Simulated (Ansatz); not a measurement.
## From LDA to G0W0: ZnPS3 (C2/m)

Aim: the quasiparticle gap of ZnPS3 (C2/m), starting from LDA.

Method: LDA, then G0W0 on it, plane waves, PAW, in Ansatz 0.2.0.

## (1) Starting point

The structure is monoclinic, space group C2/m (No. 12). The conventional cell has a = 6.011 Å, b = 10.410 Å, c = 7.493 Å, α = 90.00°, β = 105.37°, γ = 90.00°. Nearest to Zn lie 6 S at 2.58 to 2.59 Å. P has 3 S at 2.04 Å and 1 P at 2.21 Å nearest. Nearest to S lie 1 P at 2.04 Å and 2 Zn at 2.58 Å. S has 1 P at 2.04 Å and 2 Zn at 2.59 Å nearest. Farther neighbours and most contacts between anions are not listed.

The start is a structure from the Materials Project. The default PAW set here is soft_2. Its files were made with PBE.

## (2) Relaxing the structure

The structure is relaxed first.

This step: DFT, LDA, plane waves, PAW.

input.yaml

```yaml
crystal:
  lattice:
    - [3.005392, -5.205118, 0.0]
    - [3.005392, 5.205118, 0.0]
    - [-1.985592, 0.0, 7.224701]
  atoms:
    - { symbol: Zn, position: [0.666959, 0.333041, 0.0] }
    - { symbol: Zn, position: [0.333041, 0.666959, 0.0] }
    - { symbol: P, position: [0.949275, 0.949275, 0.846983] }
    - { symbol: P, position: [0.050725, 0.050725, 0.153017] }
    - { symbol: S, position: [0.597109, 0.926025, 0.776199] }
    - { symbol: S, position: [0.073975, 0.402891, 0.223801] }
    - { symbol: S, position: [0.745031, 0.745031, 0.223597] }
    - { symbol: S, position: [0.254969, 0.254969, 0.776403] }
    - { symbol: S, position: [0.402891, 0.073975, 0.223801] }
    - { symbol: S, position: [0.926025, 0.597109, 0.776199] }
kpoints:
  mp_grid: { grid: [4, 4, 4] }
hamiltonian:
  xc: lda
scf:
  occupations: { method: fermi_dirac, width: 0.02 }
relax:
  f_tol: 0.01
  max_steps: 80
  cell: {}
```

Launch:

```console
ansatz run input.yaml --threads 8 --pin off --max-ram 55296MiB --backend cuda --events-out ev --progress --plain --runs-dir out --devices 1 --max-vram 24GiB
```

Numbers of over 12 decimals in the logs are rounded to 6 here.

Output:

```text
GPUs: using 1 of 1 available (devices: 1).
Engine: ansatz 0.2.0, x86_64-unknown-linux-gnu
Pseudopotentials: kind: paw
Pseudopotential: Zn, paw, valence charge 12, recommended cutoff 420 eV (normal), Zn.paw.azcp
Pseudopotential: P, paw, valence charge 5, recommended cutoff 420 eV (normal), P.paw.azcp
Pseudopotential: S, paw, valence charge 6, recommended cutoff 420 eV (normal), S.paw.azcp
Functional definition: SPW92
  exchange = slater_x
  correlation = pw_c
device memory: the entry about to start is reckoned to put 3.1 GiB on a device that reports 78.6 GiB free (of which the cap on the GPU budget leaves the run 24.0 GiB)
GPU FFT provider: cuFFT
GPU libraries: cuBLAS 13.8.2, cuFFT 12.4.0, cuSOLVER 12.3.4
Crystal: 10 atoms, lattice volume = 226.038 Å³
Basis set: ecut = 420 eV, 4363 PW (Γ)
Bands: 45, of which v1, the nominal top of the filled ones, is band 35 counted from 1 (34 counted from 0)
Symmetry: 4 space group operations
Space group: C2/m (ITA 12), of the structure as read, at distance tolerance 6.1e-5 Å
k-points: 24 of 64
Non-local potential: Zn, projectors of the file, l = 0: 2, l = 1: 2, l = 2: 3, l = 3: 1
Non-local potential: P, projectors of the file, l = 0: 2, l = 1: 2, l = 2: 2
Non-local potential: S, projectors of the file, l = 0: 2, l = 1: 2, l = 2: 2
PAW form: soft (Blöchl's): semilocal exchange-correlation on the pseudo side does not see the compensation charge
PAW frozen core: Zn, regenerated for the run's functional, and the local potential with it (the file was generated under x = pbe(κ = 0.804, μ = 0.219515), c = pbe(β = 0.066725))
PAW frozen core: P, regenerated for the run's functional, and the local potential with it (the file was generated under x = pbe(κ = 0.804, μ = 0.219515), c = pbe(β = 0.066725))
PAW frozen core: S, regenerated for the run's functional, and the local potential with it (the file was generated under x = pbe(κ = 0.804, μ = 0.219515), c = pbe(β = 0.066725))
PAW one-centre angular grid: Zn, 590 points (default); XC on 64 Gauss nodes
PAW one-centre angular grid: P, 110 points (default); XC on 64 Gauss nodes
PAW one-centre angular grid: S, 110 points (default); XC on 64 Gauss nodes
Initial density: superposition of atomic densities (neutral atoms: chi_scale 0, normalization atom), corrected by the library's trained network
Initial wavefunctions: pseudopotential atomic-orbital guess
GPU buffer pool allocated for 109350 grid points (all kernels)
GPU transforms: local potential and band sums: pruned to the plane-wave sphere, on 45×45×54
Functional: x = slater, c = lda
SCF iter   1: F=—  HF=-13165.528751 eV  |F-HF|=—  |Δ(HF+E_count)|=         —  Δρ=5.82e-3  dr2=7.58e-2  ethr=1.77e-3  ⟨swp⟩=11.7  Hψ=6673  notcnv=0
preconditioner: auto → Resta (q_TF=auto, 2.244 Å⁻¹)  ε∞=5.3  [insulator: Δε(μ)=1.923 eV  Ē_g=9.912 eV  σ=0.020 eV  W_gap=1.00  n_scr=42 (ndim 8)  ℏωp=20.7 eV  f_vac=0.134  D(μ)=0.00/eV (n_scr^D=0)  ε∞_Penn≈5.3]
SCF iter   2: F=—  HF=-13165.512433 eV  |F-HF|=—  |Δ(HF+E_count)|=   1.63e-2  Δρ=2.91e-3  dr2=1.84e-2  ethr=1.08e-4  ⟨swp⟩=3.2  Hψ=2284  notcnv=0  defer=79
SCF iter   3: F=—  HF=-13165.509425 eV  |F-HF|=—  |Δ(HF+E_count)|=   3.01e-3  Δρ=1.42e-3  dr2=3.40e-3  ethr=2.63e-5  ⟨swp⟩=2.8  Hψ=1844  notcnv=0  defer=96
SCF iter   4: F=—  HF=-13165.508098 eV  |F-HF|=—  |Δ(HF+E_count)|=   1.33e-3  Δρ=3.69e-4  dr2=4.99e-4  ethr=4.86e-6  ⟨swp⟩=2.0  Hψ=1715  notcnv=0  defer=96
SCF iter   5: F=—  HF=-13165.508062 eV  |F-HF|=—  |Δ(HF+E_count)|=   3.60e-5  Δρ=1.54e-4  dr2=1.05e-4  ethr=7.13e-7  ⟨swp⟩=3.3  Hψ=2113  notcnv=0  defer=96
SCF iter   6: F=—  HF=-13165.508147 eV  |F-HF|=—  |Δ(HF+E_count)|=   8.46e-5  Δρ=5.61e-5  dr2=2.05e-5  ethr=1.51e-7  ⟨swp⟩=2.5  Hψ=1720  notcnv=0  defer=96
SCF iter   7: F=—  HF=-13165.508172 eV  |F-HF|=—  |Δ(HF+E_count)|=   2.49e-5  Δρ=1.60e-5  dr2=1.04e-6  ethr=2.92e-8  ⟨swp⟩=2.7  Hψ=1963  notcnv=0  defer=96
SCF iter   8: F=-13165.508172 eV  HF=-13165.508172 eV  |F-HF|=1.88e-9  |Δ(HF+E_count)|=   3.65e-7  Δρ=4.06e-6  dr2=4.49e-8  ethr=1.43e-10  ⟨swp⟩=3.8  Hψ=5101  notcnv=0
SCF 1 converged in 8 iterations: F = -13165.508172 eV  dr2 = 4.49e-8
  greatest PAW one-centre occupation: 0.988 electrons in one spin orbital (limit 2), on the Zn atom at site 1 (counted from 0), in its partial waves of l = 2
relax step   1: F+E_penalty+E_count = -13165.50817232 eV  Δ(F+E_penalty+E_count) = +0.000e0 eV  max|allowed force component| = 3.478e-1 eV/Å  Δτ_max = 0.0000 Å  P = -3.983 GPa  Ω = 226.038 Å³  (8 SCF iters, dr2 threshold 1.00e-7 eV, accepted)
[... from here on, the SCF cycles and remarks between the steps are left out ...]
relax step   2: F+E_penalty+E_count = -13165.72378376 eV  Δ(F+E_penalty+E_count) = -2.156e-1 eV  max|allowed force component| = 2.326e-1 eV/Å  Δτ_max = 0.0934 Å  P = +0.032 GPa  Ω = 201.456 Å³  energy of the carried Pulay correction = +4.312e-3 eV  (7 SCF iters, dr2 threshold 1.00e-6 eV, accepted)
relax step   3: F+E_penalty+E_count = -13165.81455520 eV  Δ(F+E_penalty+E_count) = -9.077e-2 eV  max|allowed force component| = 3.346e-2 eV/Å  Δτ_max = 0.0306 Å  P = +0.060 GPa  Ω = 199.110 Å³  energy of the carried Pulay correction = +4.750e-3 eV  (6 SCF iters, dr2 threshold 1.00e-6 eV, accepted)
relax step   4: F+E_penalty+E_count = -13165.87440914 eV  Δ(F+E_penalty+E_count) = -5.985e-2 eV  max|allowed force component| = 1.340e-1 eV/Å  Δτ_max = 0.0706 Å  P = +0.389 GPa  Ω = 190.082 Å³  energy of the carried Pulay correction = +6.480e-3 eV  (7 SCF iters, dr2 threshold 1.00e-6 eV, accepted)
relax step   5: F+E_penalty+E_count = -13165.87451253 eV  Δ(F+E_penalty+E_count) = -1.034e-4 eV  max|allowed force component| = 1.333e-1 eV/Å  Δτ_max = 0.0003 Å  P = +0.389 GPa  Ω = 190.064 Å³  energy of the carried Pulay correction = +6.484e-3 eV  (2 SCF iters, dr2 threshold 1.00e-6 eV, accepted)
relax step   6: F+E_penalty+E_count = -13165.87498651 eV  Δ(F+E_penalty+E_count) = -4.740e-4 eV  max|allowed force component| = 3.644e-2 eV/Å  Δτ_max = 0.0819 Å  P = +0.503 GPa  Ω = 182.595 Å³  energy of the carried Pulay correction = +7.974e-3 eV  (6 SCF iters, dr2 threshold 1.00e-6 eV, rejected (line search))
relax step   7: F+E_penalty+E_count = -13165.88789508 eV  Δ(F+E_penalty+E_count) = -1.338e-2 eV  max|allowed force component| = 4.079e-2 eV/Å  Δτ_max = 0.0423 Å  P = -0.245 GPa  Ω = 188.131 Å³  energy of the carried Pulay correction = +6.864e-3 eV  (10 SCF iters, accepted)
relax step   8: F+E_penalty+E_count = -13165.88926128 eV  Δ(F+E_penalty+E_count) = -1.366e-3 eV  max|allowed force component| = 4.249e-3 eV/Å  Δτ_max = 0.0082 Å  P = +0.003 GPa  Ω = 186.795 Å³  energy of the carried Pulay correction = +7.129e-3 eV  (5 SCF iters, dr2 threshold 2.34e-7 eV, accepted)
relax step   9: F+E_penalty+E_count = -13165.88466986 eV  Δ(F+E_penalty+E_count) = +4.591e-3 eV  max|allowed force component| = 4.292e-3 eV/Å  Δτ_max = 0.0000 Å  P = -0.007 GPa  Ω = 186.795 Å³  stress off target by 2.35e-2 GPa  SCF on the basis re-selected at this cell (its energy is not comparable with the rows above)  (7 SCF iters)
basis re-selected at this cell: Δ(F+E_penalty+E_count) = +4.591e-3 eV, ΔP = -0.011 GPa vs the last step (what re-selecting the basis moved, of the pressure what is left beyond the Pulay correction that the steps carried, after the strain that the cell walked since its last selection, with what the two solves' SCF thresholds leave and, on support functions, any second-order correction that the steps lacked; it is no measure of the basis error at this ecutwfc). The dense FFT grid was sized anew with the basis: this SCF ran on 40×40×45 points, the steps before it on 45×45×54, so part of this shift can come from that change (see relax.cell in the input reference). [rest of the remark cut]
SCF converged after 7 iterations
Free energy (F): -13165.884670 eV
Harris-Foulkes:  -13165.884670 eV  (|F-HF|=1.46e-11)
Internal energy: -13165.884670 eV  (E = F + TS)
E sigma→0 (E₀):  -13165.884670 eV
Fermi energy:    7.221774 eV
--- Per-component energies (eV) ---
  E_band       = 7.345470
  E_kinetic    = 1057.408033
  E_local      = -5443.555814  (includes V_loc(G=0)·N_el)
  E_nonlocal   = 1485.164643
  E_hartree    = 2260.326002
  E_xc         = -973.565999
  E_vxc        = -758.793886  (∫ρ·V_xc dr)
  E_paw        = -8009.908425  (= ΣΔE_a)
  E_vpaw       = -853.528617  (= ΣTr[D̂ρ^β])
  E_aug_tail   = -0.000723  (compensation charges beyond the density's cutoff)
  E_ewald      = -3546.020559
  E_core_change = 4.268171  (= ΣΔE_core)
  E_smearing   = -0.000000  (= −TS)
  E_closure    = -0.000000  (closes the sum)
  Σ components = -13165.884670   (vs F -13165.884670, Δ=0.00e0)
--- Forces (eV/Å), atoms counted from 1 ---
  atom   1  Zn     0.00000000     0.00331793     0.00000000
  atom   2  Zn     0.00000000    -0.00331793    -0.00000000
  atom   3  P     -0.00423883     0.00000000    -0.00429169
  atom   4  P      0.00423883    -0.00000000     0.00429169
  atom   5  S      0.00342720     0.00277065    -0.00215828
  atom   6  S     -0.00342720     0.00277065     0.00215828
  atom   7  S      0.00248258     0.00000000    -0.00037046
  atom   8  S     -0.00248258    -0.00000000     0.00037046
  atom   9  S     -0.00342720    -0.00277065     0.00215828
  atom  10  S      0.00342720    -0.00277065    -0.00215828
  max |Σ_I F_I| component: 0.00e0 eV/Å
--- Stress (GPa, compression-positive) ---
        0.018236      -0.000000      -0.004155
       -0.000000      -0.017607      -0.000000
       -0.004155      -0.000000      -0.023102
  P = ⅓ Tr σ = -0.0075 GPa (-0.075 kbar)
--- Band table (eV; the first three rows and the last of 24) ---
  k-point 0: bands = [... 31 lower, 5.2865, 5.3717, 5.7875, 5.8383, 8.2934, 9.4091, 9.5148, 9.8313, ... 6 higher]
  k-point 1: bands = [... 31 lower, 5.2867, 5.2873, 5.8429, 5.8566, 8.5698, 9.4550, 9.8116, 9.8369, ... 6 higher]
  k-point 2: bands = [... 31 lower, 5.2192, 5.2978, 5.8545, 5.9190, 8.7755, 9.4021, 9.6526, 9.7603, ... 6 higher]
  k-point 23: bands = [... 31 lower, 4.4778, 5.2275, 5.6937, 5.7916, 8.9629, 9.1378, 9.4833, 9.7070, ... 6 higher]
--- Relaxed structure (8 steps of the walk, 7 accepted, 1 SCFs on fresh bases) ---
  F+E_penalty+E_count = -13165.88466986 eV   max|allowed force component| = 4.292e-3 eV/Å   (the final SCF, on the basis selected at the relaxed cell)
  cell:  # Å, volume = 186.7950 Å³
    - [2.924144, -5.068634, 0.0002131]
    - [2.924144, 5.068634, 0.0002131]
    - [-1.931401, 1.235409984781381e-16, 6.301383]
  atoms:
    - { symbol: Zn, position: [0.667482, 0.332518, -1.3552527156068805e-19] }
    - { symbol: Zn, position: [0.332518, 0.667482, -2.981555974335137e-19] }
    - { symbol: P, position: [0.942036, 0.942036, 0.826534] }
    - { symbol: P, position: [0.057964, 0.057964, 0.173466] }
    - { symbol: S, position: [0.580155, 0.916420, 0.748760] }
    - { symbol: S, position: [0.083580, 0.419845, 0.251240] }
    - { symbol: S, position: [0.746594, 0.746594, 0.250594] }
    - { symbol: S, position: [0.253406, 0.253406, 0.749406] }
    - { symbol: S, position: [0.419845, 0.083580, 0.251240] }
    - { symbol: S, position: [0.916420, 0.580155, 0.748760] }
```

Elapsed: 5.7 s, on 1 × NVIDIA H100 80GB HBM3 with 8 threads of AMD EPYC 7R13 (Zen 3), shared host; peak memory 1 GiB; 14 s of CPU time.

Step by step:

```
step  energy less that of the first step (eV)  largest force component (eV/Å)  pressure (GPa)  volume (Å³)
   1                                   0.0000                          0.3478           -3.98       226.04
   2                                  -0.2156                          0.2326            0.03       201.46
   3                                  -0.3064                          0.0335            0.06       199.11
   4                                  -0.3662                          0.1340            0.39       190.08
   5                                  -0.3663                          0.1333            0.39       190.06
   6                                  -0.3668                          0.0364            0.50       182.59
   7                                  -0.3797                          0.0408           -0.25       188.13
   8                                  -0.3811                          0.0042            0.00       186.80
  9*                                  -0.3765                          0.0043           -0.01       186.80
```

Relaxation steps marked * repeat the geometry before them on a plane-wave basis chosen anew for their cell, so energy and pressure can jump there. Relaxation step 6 was tried and not accepted.

Forces are held to the 4 operations that the run works with; a distortion that breaks them can't arise in this run.

```
     cell as run  before   after   change
           a (Å)   6.010   5.852   -2.6 %
           b (Å)   6.010   5.852   -2.6 %
           c (Å)   7.493   6.591  -12.0 %
           α (°)   97.61   98.42   +0.8 %
           β (°)   97.61   98.42   +0.8 %
           γ (°)  120.00  120.04   +0.0 %
volume (Å³/atom)   22.60   18.68  -17.4 %
```

The atoms that moved most (Å, as changes of fractional coordinates times the final cell):

```csv
atom,dx,dy,dz,length
S5,-0.025,0.037,-0.173,0.179
S10,-0.025,-0.037,-0.173,0.179
S9,0.025,-0.037,0.173,0.179
S6,0.025,0.037,0.173,0.179
S7,-0.043,0.000,0.170,0.175
S8,0.043,0.000,-0.170,0.175
P3,-0.003,0.000,-0.129,0.129
P4,0.003,0.000,0.129,0.129
```

The program's warnings for this run: band table not solved further.

(Continued in part 2 of 3.)

[Paths, hosts, dates, memory and timing lines, banners, echoed tables and standing remarks are left out of the program output.]

[Logs are printed without paths, hosts, clocks, repeated set-up lines and the standing remarks that a program may print on its own settings, such as how far it seeks lower states.]

[Runs of the session that timed out or met a known fault of the program may be left out.]

[Cells called generated may have been cut or substituted from an entry of the Crystallography Open Database or the Materials Project.]

[Hosts, paths, dates, database ids (printed as entryN), source tags and the programs' standing remarks are cut or masked in the printed files.]

[Where an RPA ε∞ is given, it is that of the G0W0 mesh and is not shown converged in it. Names of k-points follow the symmetry that the program found, which can be lower than the space group named. Band edges on a path are those of the sampled points; other points can move an edge, and change direct to indirect where valleys lie close.]

[Hybrid gaps are those of their k-mesh and are not shown converged in it.]
